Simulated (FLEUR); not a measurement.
**2 ML Ni on Cu(001), 3 substrate layers: from one collinear state to anisotropy**

One state of 2 ML Ni on Cu(001), 3 substrate layers is converged without symmetry. Force theorems then give its anisotropy.

Calculated with FLEUR MaX-R8.1; PBE; all-electron FLAPW film, Dirac cores, scalar-relativistic bands.

### 1. The starting structure

The cell holds 5 atoms: 3 Cu and 2 Ni. Its edges and angles: a = 2.556 Å, b = 2.556 Å, c = 21.088 Å, α = 90.0°, β = 90.0°, γ = 90.0°. Pseudomorphic film, hard-sphere layer spacings, unrelaxed. Vacuum lies along c.

As a file:

```
Cu Ni
1.0
     2.55620    0.00000    0.00000
     0.00000    2.55620    0.00000
     0.00000    0.00000   21.08799
Cu Ni
3 2
Direct
  0.00000 0.00000 0.33194
  0.50000 0.50000 0.41765
  0.00000 0.00000 0.50337
  0.50000 0.50000 0.58684
  0.00000 0.00000 0.66806
```

### 2. Self-consistent state

The force theorems are single passes in this state's potential, so it has to be converged first.

No symmetry is used, so that later steps may turn the spins freely; k and −k are joined. FLEUR takes the sheet as a true film: the images along c are dropped, heights are typed in bohr, and the vacuum on both sides is semi-infinite. inpgen writes inp.xml from crystal.txt; cutoffs, mixing, functional, smearing and local orbitals are then set in the file. The k list scf (kpts.xml, not shown) is a Γ-centred 10×10×1 mesh; where the ranks do not divide the number of points, some are split in two of half the weight.

inp.xml reads:

```
<?xml version="1.0" encoding="UTF-8" standalone="no"?>
<fleurInput fleurInputVersion="0.39">
   <comment>
      Cu3Ni2
   </comment>
   <calculationSetup>
      <cutoffs Kmax="3.66" Gmax="11.0" GmaxXC="11.0" numbands="0"/>
      <scfLoop itmax="150" minDistance="0.00002" maxIterBroyd="15" imix="Anderson" alpha="0.03" precondParam="0.0" spinf="2.0" sdNocoIR="T"/>
      <coreElectrons ctail="F" frcor="F" kcrel="0" coretail_lmax="0"/>
      <xcFunctional name="pbe" relativisticCorrections="F"/>
      <magnetism jspins="2" l_noco="F" l_ss="F">
         <qss>0.0 0.0 0.0</qss>
         <mtNocoParams l_mperp="F" l_mtNocoPot="F" l_relaxSQA="F" mag_mixing_scheme="0" mix_RelaxWeightOffD="1.0" l_constrained="F" mix_constr="1.0"/>
         <sourceFreeMag l_sourceFree="F" l_scaleMag="F" mag_scale="1.0"/>
      </magnetism>
      <soc l_soc="F" theta="0.0" phi="0.0" spav="F"/>
      <expertModes spex="0" secvar="F"/>
      <geometryOptimization l_f="F" forcealpha="1.0" forcemix="BFGS" epsdisp="0.00001" epsforce="0.00001"/>
      <ldaU l_linMix="F" mixParam="0.05" spinf="1.0"/>
   </calculationSetup>
   <cell>
      <bzIntegration valenceElectrons="69.0" mode="hist" fermiSmearingEnergy="0.00183747">
         <kPointListSelection listName="scf"/>
         <xi:include xmlns:xi="http://www.w3.org/2001/XInclude" href="kpts.xml"> </xi:include>
      </bzIntegration>
      <xi:include xmlns:xi="http://www.w3.org/2001/XInclude" href="sym.xml"> </xi:include>
      <filmLattice scale="1.0" dVac="18.77" dTilda="21.27">
         <bravaisMatrixFilm>
            <row-1>    4.8305179197025199     0.0000000000000000</row-1>
            <row-2>    0.0000000000000000     4.8305179197025199</row-2>
         </bravaisMatrixFilm>
         <vacuumEnergyParameters vacuum="1" spinUp="-.25" spinDown="-.25"/>
         <vacuumEnergyParameters vacuum="2" spinUp="-.25" spinDown="-.25"/>
      </filmLattice>
   </cell>
   <atomSpecies>
      <species name="Copper (Cu)" element="Cu" atomicNumber="29">
         <mtSphere radius="2.29" gridPoints="757" logIncrement="0.016"/>
         <atomicCutoffs lmax="8" lnonsphr="6"/>
         <electronConfig flipSpins="F">
            <coreConfig>(1s1/2) (2s1/2) (2p1/2) (2p3/2) (3s1/2) (3p1/2) (3p3/2)</coreConfig>
            <valenceConfig>(4s1/2) (3d3/2) (3d5/2)</valenceConfig>
            <stateOccupation state="(4s1/2)" spinUp="0.500000" spinDown="0.500000"/>
         </electronConfig>
         <energyParameters s="4" p="4" d="3" f="4"/>
      </species>
      <species name="Nickel (Ni1.001" element="Ni" atomicNumber="28">
         <mtSphere radius="2.24" gridPoints="741" logIncrement="0.016"/>
         <atomicCutoffs lmax="8" lnonsphr="6"/>
         <electronConfig flipSpins="F">
            <coreConfig>(1s1/2) (2s1/2) (2p1/2) (2p3/2)</coreConfig>
            <valenceConfig>(3s1/2) (3p1/2) (3p3/2) (4s1/2) (3d3/2) (3d5/2)</valenceConfig>
            <stateOccupation state="(3d3/2)" spinUp="1.6" spinDown="1.6"/>
            <stateOccupation state="(3d5/2)" spinUp="2.9005" spinDown="1.8995"/>
         </electronConfig>
         <energyParameters s="4" p="4" d="3" f="4"/>
         <lo type="SCLO" l="0" n="3" eDeriv="0"/>
         <lo type="SCLO" l="1" n="3" eDeriv="0"/>
      </species>
   </atomSpecies>
   <atomGroups>
      <atomGroup species="Copper (Cu)">
         <filmPos label="                   1">.0000000000 .0000000000 -6.6971999520</filmPos>
         <force calculate="T" relaxXYZ="TTT"/>
         <nocoParams  alpha="0.0" beta="0.0"/>
      </atomGroup>
      <atomGroup species="Copper (Cu)">
         <filmPos label="                   2">1.000/2.000 1.000/2.000 -3.2814916877</filmPos>
         <force calculate="T" relaxXYZ="TTT"/>
         <nocoParams  alpha="0.0" beta="0.0"/>
      </atomGroup>
      <atomGroup species="Copper (Cu)">
         <filmPos label="                   3">.0000000000 .0000000000 .1341767261</filmPos>
         <force calculate="T" relaxXYZ="TTT"/>
         <nocoParams  alpha="0.0" beta="0.0"/>
      </atomGroup>
      <atomGroup species="Nickel (Ni1.001">
         <filmPos label="                   4">1.000/2.000 1.000/2.000 3.4608190615</filmPos>
         <force calculate="T" relaxXYZ="TTT"/>
         <nocoParams  alpha="0.0" beta="0.0"/>
      </atomGroup>
      <atomGroup species="Nickel (Ni1.001">
         <filmPos label="                   5">.0000000000 .0000000000 6.6971999520</filmPos>
         <force calculate="T" relaxXYZ="TTT"/>
         <nocoParams  alpha="0.0" beta="0.0"/>
      </atomGroup>
   </atomGroups>
   <output dos="F" band="F" slice="F">
      <bandDOS minEnergy="-.5*Htr" maxEnergy="0.5*Htr" sigma="0.015" storeEVData="T"/>
      <plotting iplot="0" polar="F">
         <plot TwoD="T" vec1="  1.0  0.0  0.0" vec2="  0.0  1.0  0.0" vec3="  0.0  0.0  1.0" zero="  0.0  0.0 -0.5" file="plot"/>
      </plotting>
      <moessbauerParams electricFieldGradient="F" isomerShift="F" coreHyperfine="F" valenceHyperfine="F"/>
   </output>
</fleurInput>
```

crystal.txt reads:

```
Cu3Ni2
&input film=T cartesian=F /
2.55620000000  0.00000000000  0.00000000000
0.00000000000  2.55620000000  0.00000000000
0.00000000000  0.00000000000  1.00000000000
1.8897261246
1.0 1.0 1.0

5
29 0.00000000000  0.00000000000  -6.69719995204
29 0.50000000000  0.50000000000  -3.28149168769
29 0.00000000000  0.00000000000  0.13417672612
28 0.50000000000  0.50000000000  3.46081906148 : 1.001
28 0.00000000000  0.00000000000  6.69719995204 : 1.001

&kpt div1=10 div2=10 div3=1 gamma=T /
```

Launch:

```bash
$ OMP_NUM_THREADS=1 inpgen -f crystal.txt -nosym -noco > inpgen.log  # inp.xml is then edited as shown
$ OMP_NUM_THREADS=1 mpirun -n 8 fleur_MPI > fleur.log
```

The log of the run:

```text
Welcome to FLEUR        (www.flapw.de)
      MaX-Release 8.1          (www.max-centre.eu)

 ========== k-point set info ==========
 Selected k-point list: scf
 k-point list type: mesh
 0 x 0 x 0
 Number of k points: 56

 ------------Calculation Setup---------------------------
 Number of MPI-tasks      :            8
 Number of PE/node        :            8
 Number of OMP-threads    :            1
 k-points in parallel     :            8
 pe's per k-point         :            1
 No of k-point loops      :            7
 Eigenvalue solver        :       lapack
 Number of basis functions:          452
 Approximate size of matrices (H+S) per k-point:         0.006 GB
 --------------------------------------------------------
 Iteration:     1   Distance:      91.59688409 me/bohr^3
 Iteration:     2   Distance:     132.42791291 me/bohr^3
 Iteration:     3   Distance:      68.80862859 me/bohr^3
 Iteration:     4   Distance:      47.42054366 me/bohr^3
 Iteration:     5   Distance:      31.39921338 me/bohr^3
 Iteration:     6   Distance:      28.09181267 me/bohr^3
 Iteration:     7   Distance:      23.35809790 me/bohr^3
 Iteration:     8   Distance:      14.66893402 me/bohr^3
 Iteration:     9   Distance:      22.61898764 me/bohr^3
 Iteration:    10   Distance:      12.12722500 me/bohr^3
[... 47 iterations left out ...]
 Iteration:    58   Distance:       0.00039768 me/bohr^3
 Iteration:    59   Distance:       0.00016186 me/bohr^3
 Iteration:    60   Distance:       0.00011211 me/bohr^3
 Iteration:    61   Distance:       0.00010004 me/bohr^3
 Iteration:    62   Distance:       0.00005118 me/bohr^3
 Iteration:    63   Distance:       0.00011665 me/bohr^3
 Iteration:    64   Distance:       0.00009834 me/bohr^3
 Iteration:    65   Distance:       0.00006731 me/bohr^3
 Iteration:    66   Distance:       0.00002060 me/bohr^3
 Iteration:    67   Distance:       0.00001714 me/bohr^3

 ********************************************************************
 Run finished successfully
 Stop message:
   all done
 ********************************************************************

--- out.xml (last complete iteration) ---
<iteration numberForCurrentRun="   67" overallNumber="   67">
         [... left out ...]
         <bandgap value="0.0000000000" units="eV"/>
         <sumValenceSingleParticleEnergies value="-60.2777416678" units="Htr"/>
         <FermiEnergy value="-0.1796735528" units="Htr"/>
         <valenceDensity>
            <mtCharges spin="1">
               <mtCharge atomType="1" total="4.9692123" s="0.2218347" p="0.1277614" d="4.6117643" f="0.0059367"/>
               <mtCharge atomType="2" total="5.0201278" s="0.2234399" p="0.1885869" d="4.5958918" f="0.0093536"/>
               <mtCharge atomType="3" total="5.0330561" s="0.2279014" p="0.1947964" d="4.5969577" f="0.0102450"/>
               <mtCharge atomType="4" total="8.7292733" s="1.1926205" p="3.1607636" d="4.3631432" f="0.0098253"/>
               <mtCharge atomType="5" total="8.7854129" s="1.1885629" p="3.1088466" d="4.4794723" f="0.0064862"/>
            </mtCharges>
            <mtCharges spin="2">
               <mtCharge atomType="1" total="4.9762146" s="0.2237431" p="0.1295315" d="4.6150679" f="0.0059549"/>
               <mtCharge atomType="2" total="5.0319811" s="0.2250891" p="0.1903848" d="4.6042504" f="0.0093976"/>
               <mtCharge atomType="3" total="5.0442979" s="0.2317911" p="0.2048830" d="4.5941116" f="0.0104134"/>
               <mtCharge atomType="4" total="8.2097301" s="1.1954130" p="3.1740088" d="3.8272679" f="0.0101273"/>
               <mtCharge atomType="5" total="8.0205546" s="1.1907424" p="3.1215166" d="3.6994974" f="0.0067493"/>
            </mtCharges>
            <spinDependentCharge spin="1" total="35.0811928" interstitial="2.4604203" mtSpheres="32.5370823" vacuum1="0.0413919" vacuum2="0.0422983"/>
            <spinDependentCharge spin="2" total="33.9188074" interstitial="2.5432115" mtSpheres="31.2827784" vacuum1="0.0489834" vacuum2="0.0438341"/>
            <totalCharge value="69.0000002222"/>
         </valenceDensity>
         [... left out ...]
         <allElectronCharges>
            <spinDependentCharge spin="1" total="72.0811928" interstitial="2.4676404" mtSpheres="69.5298623" vacuum1="0.0413919" vacuum2="0.0422983"/>
            <spinDependentCharge spin="2" total="70.9188074" interstitial="2.5504380" mtSpheres="68.2755519" vacuum1="0.0489834" vacuum2="0.0438341"/>
            <totalCharge value="143.0000002510"/>
         </allElectronCharges>
         <magneticMomentsInMTSpheres units="muBohr">
            <globalMagMoment atomType="1" vec="0.00000   0.00000  -0.00700"/>
            <localMagMoment atomType="1" vec="0.00000   0.00000  -0.00700"/>
            <globalMagMoment atomType="2" vec="0.00000   0.00000  -0.01185"/>
            <localMagMoment atomType="2" vec="0.00000   0.00000  -0.01185"/>
            <globalMagMoment atomType="3" vec="0.00000   0.00000  -0.01124"/>
            <localMagMoment atomType="3" vec="0.00000   0.00000  -0.01124"/>
            <globalMagMoment atomType="4" vec="0.00000   0.00000   0.51954"/>
            <localMagMoment atomType="4" vec="0.00000   0.00000   0.51954"/>
            <globalMagMoment atomType="5" vec="0.00000   0.00000   0.76486"/>
            <localMagMoment atomType="5" vec="0.00000   0.00000   0.76486"/>
         </magneticMomentsInMTSpheres>
         <moessbauerParams unitsHFF="kG" unitsIS="e/bohr^3" unitsEFG="Htr/bohr^2">
         </moessbauerParams>
         <totalEnergy value="    -8006.7137550712" units="Htr">
            <sumOfEigenvalues value="    -4651.7852015824">
               <coreElectrons value="-4591.5074599145"/>
               <valenceElectrons value="-60.2777416678"/>
            </sumOfEigenvalues>
            <densityCoulombPotentialIntegral value="-12363.7842466087"/>
            <densityEffectivePotentialIntegral value="-12792.5924103073"/>
            <chargeDenXCDenIntegral value="-330.0171642032"/>
            <FockExchangeEnergyValence value="0.0000000000"/>
            <FockExchangeEnergyCore value="0.0000000000"/>
            <atomTypeDependentContributions atomType="1">
               <electronNucleiInteractionDifferentMTs value="1989.1420783192"/>
               <MadelungTerm value="-4.1946048196"/>
            </atomTypeDependentContributions>
            <atomTypeDependentContributions atomType="2">
               <electronNucleiInteractionDifferentMTs value="1989.7650848589"/>
               <MadelungTerm value="-3.3592915343"/>
            </atomTypeDependentContributions>
            <atomTypeDependentContributions atomType="3">
               <electronNucleiInteractionDifferentMTs value="1989.9209484184"/>
               <MadelungTerm value="-3.2633258125"/>
            </atomTypeDependentContributions>
            <atomTypeDependentContributions atomType="4">
               <electronNucleiInteractionDifferentMTs value="1823.9162780739"/>
               <MadelungTerm value="-4.0355838952"/>
            </atomTypeDependentContributions>
            <atomTypeDependentContributions atomType="5">
               <electronNucleiInteractionDifferentMTs value="1823.0449774036"/>
               <MadelungTerm value="-4.9695031528"/>
            </atomTypeDependentContributions>
            <tkbTimesEntropy value="0.0014867999"/>
            <freeEnergy value="-8006.7152418710"/>
            <extrapolationTo0K value="-8006.7144984711"/>
         </totalEnergy>
         <densityConvergence units="me/bohr^3">
            <chargeDensity spin="1" distance="0.0000057977"/>
            <chargeDensity spin="2" distance="0.0000149172"/>
            <overallChargeDensity distance="0.0000171401"/>
            <spinDensity distance="0.0000147813"/>
         </densityConvergence>
      </iteration>
```

Elapsed: 4.3 min, on 8 MPI ranks of Arm Neoverse V1, shared host; peak memory 1.5 GiB.

Spin moment in the muffin-tin sphere by atom:

```csv
atom,spin moment in the muffin-tin sphere (μB)
Cu1,-0.007
Cu2,-0.012
Cu3,-0.011
Ni4,0.519
Ni5,0.765
```

Numbers from this step:

```
free energy                                                       : -217873.8210 eV
program's band gap on this mesh (in a metal only a level spacing) : 0 eV
magnetization                                                     : 1.162 μB
final state                                                       : ferromagnetic
```

After 67 cycles the largest moment stands at 0.765 μB.

### 3. Energy against the direction of the moments, rung 1

Anisotropy is a small difference, so it is taken from sums over occupied states at a frozen potential, where most errors cancel.

One pass with spin–orbit coupling for each direction, from the saved density. The k list mae (kpts.xml, not shown) is a Γ-centred 16×16×1 mesh.

inp.xml: that of step 2 with these lines changed.

```diff
@@ -6,4 +6,4 @@
    <calculationSetup>
-      <cutoffs Kmax="3.66" Gmax="11.0" GmaxXC="11.0" numbands="0"/>
-      <scfLoop itmax="150" minDistance="0.00002" maxIterBroyd="15" imix="Anderson" alpha="0.03" precondParam="0.0" spinf="2.0" sdNocoIR="T"/>
+      <cutoffs Kmax="3.66" Gmax="11.0" GmaxXC="11.0" numbands="149"/>
+      <scfLoop itmax="1" minDistance="0.00002" maxIterBroyd="15" imix="Anderson" alpha="0.03" precondParam="0.0" spinf="2.0" sdNocoIR="T"/>
       <coreElectrons ctail="F" frcor="F" kcrel="0" coretail_lmax="0"/>
@@ -15,3 +15,3 @@
       </magnetism>
-      <soc l_soc="F" theta="0.0" phi="0.0" spav="F"/>
+      <soc l_soc="T" theta="0.0" phi="0.0" spav="F"/>
       <expertModes spex="0" secvar="F"/>
@@ -22,3 +22,3 @@
       <bzIntegration valenceElectrons="69.0" mode="hist" fermiSmearingEnergy="0.00183747">
-         <kPointListSelection listName="scf"/>
+         <kPointListSelection listName="mae"/>
          <xi:include xmlns:xi="http://www.w3.org/2001/XInclude" href="kpts.xml"> </xi:include>
@@ -94,2 +94,5 @@
    </output>
+   <forceTheorem>
+      <MAE theta="0.0 1.5707963 1.5707963" phi="0.0 0.0 1.5707963"/>
+   </forceTheorem>
 </fleurInput>
```

Launch:

```bash
$ OMP_NUM_THREADS=1 mpirun -n 8 fleur_MPI -warn_only > fleur.log
```

The log of the run:

```text
[banner, memory and clock lines left out]
Welcome to FLEUR        (www.flapw.de)
      MaX-Release 8.1          (www.max-centre.eu)

 ========== k-point set info ==========
 Selected k-point list: mae
 k-point list type: mesh
 0 x 0 x 0
 Number of k points: 256

 [... set-up left out ...]
 ********************************************************************
 Run finished successfully
 Stop message:
   Forcetheorem MAE
 ********************************************************************

--- out.xml (force theorem) ---
<Forcetheorem_MAE Angles="3" units="Htr">
            <Angle theta="0.0000000" phi="0.0000000" ev-sum="-60.280386801"/>
            <Angle theta="1.5707963" phi="0.0000000" ev-sum="-60.280382350"/>
            <Angle theta="1.5707963" phi="1.5707963" ev-sum="-60.280382350"/>
         </Forcetheorem_MAE>
```

Run time: 74 s. Hardware: 8 MPI ranks; peak memory 2 GiB.

Anisotropy energies, by row:

| axis | x | y | z | band energy less the first axis' (meV a cell) |
| --- | --- | --- | --- | --- |
| z | 0 | 0 | 1 | 0 |
| x | 1 | 0 | 0 | 0.1211 |
| y | 0 | 1 | 0 | 0.1211 |

Shape anisotropy is not in these numbers.

### 4. Energy against the direction of the moments, rung 2

A second rung shows how far the first can be trusted.

The k list mae (kpts.xml, not shown) is a Γ-centred 25×25×1 mesh.

inp.xml is that of step 3.

The log of the run:

```text
[banner, memory and clock lines left out]
Welcome to FLEUR        (www.flapw.de)
      MaX-Release 8.1          (www.max-centre.eu)

 ========== k-point set info ==========
 Selected k-point list: mae
 k-point list type: mesh
 0 x 0 x 0
 Number of k points: 632

 [... set-up left out ...]
 ********************************************************************
 Run finished successfully
 Stop message:
   Forcetheorem MAE
 ********************************************************************

--- out.xml (force theorem) ---
<Forcetheorem_MAE Angles="3" units="Htr">
            <Angle theta="0.0000000" phi="0.0000000" ev-sum="-60.280551811"/>
            <Angle theta="1.5707963" phi="0.0000000" ev-sum="-60.280544689"/>
            <Angle theta="1.5707963" phi="1.5707963" ev-sum="-60.280544689"/>
         </Forcetheorem_MAE>
```

It took 2.9 min on 8 MPI ranks; peak memory 3.6 GiB.

Anisotropy energies, by row:

```csv
axis,x,y,z,band energy less the first axis' (meV a cell)
z,0,0,1,0
x,1,0,0,0.1938
y,0,1,0,0.1938
```

[end of part 1 of 2]

[Logs and program files are shortened in this print: banners, set-up blocks, solver, clock and traceback lines can be left out without a mark of their own.]

[Logs are printed without paths, hosts, clocks, repeated set-up lines and the standing remarks that a program may print on its own settings, such as how far it seeks lower states.]

[Hosts, paths, dates, database ids (printed as entryN), source tags and the programs' standing remarks are cut or masked in the printed files.]

[Where a cell is said to come from a database of computed structures, the database is the Materials Project.]
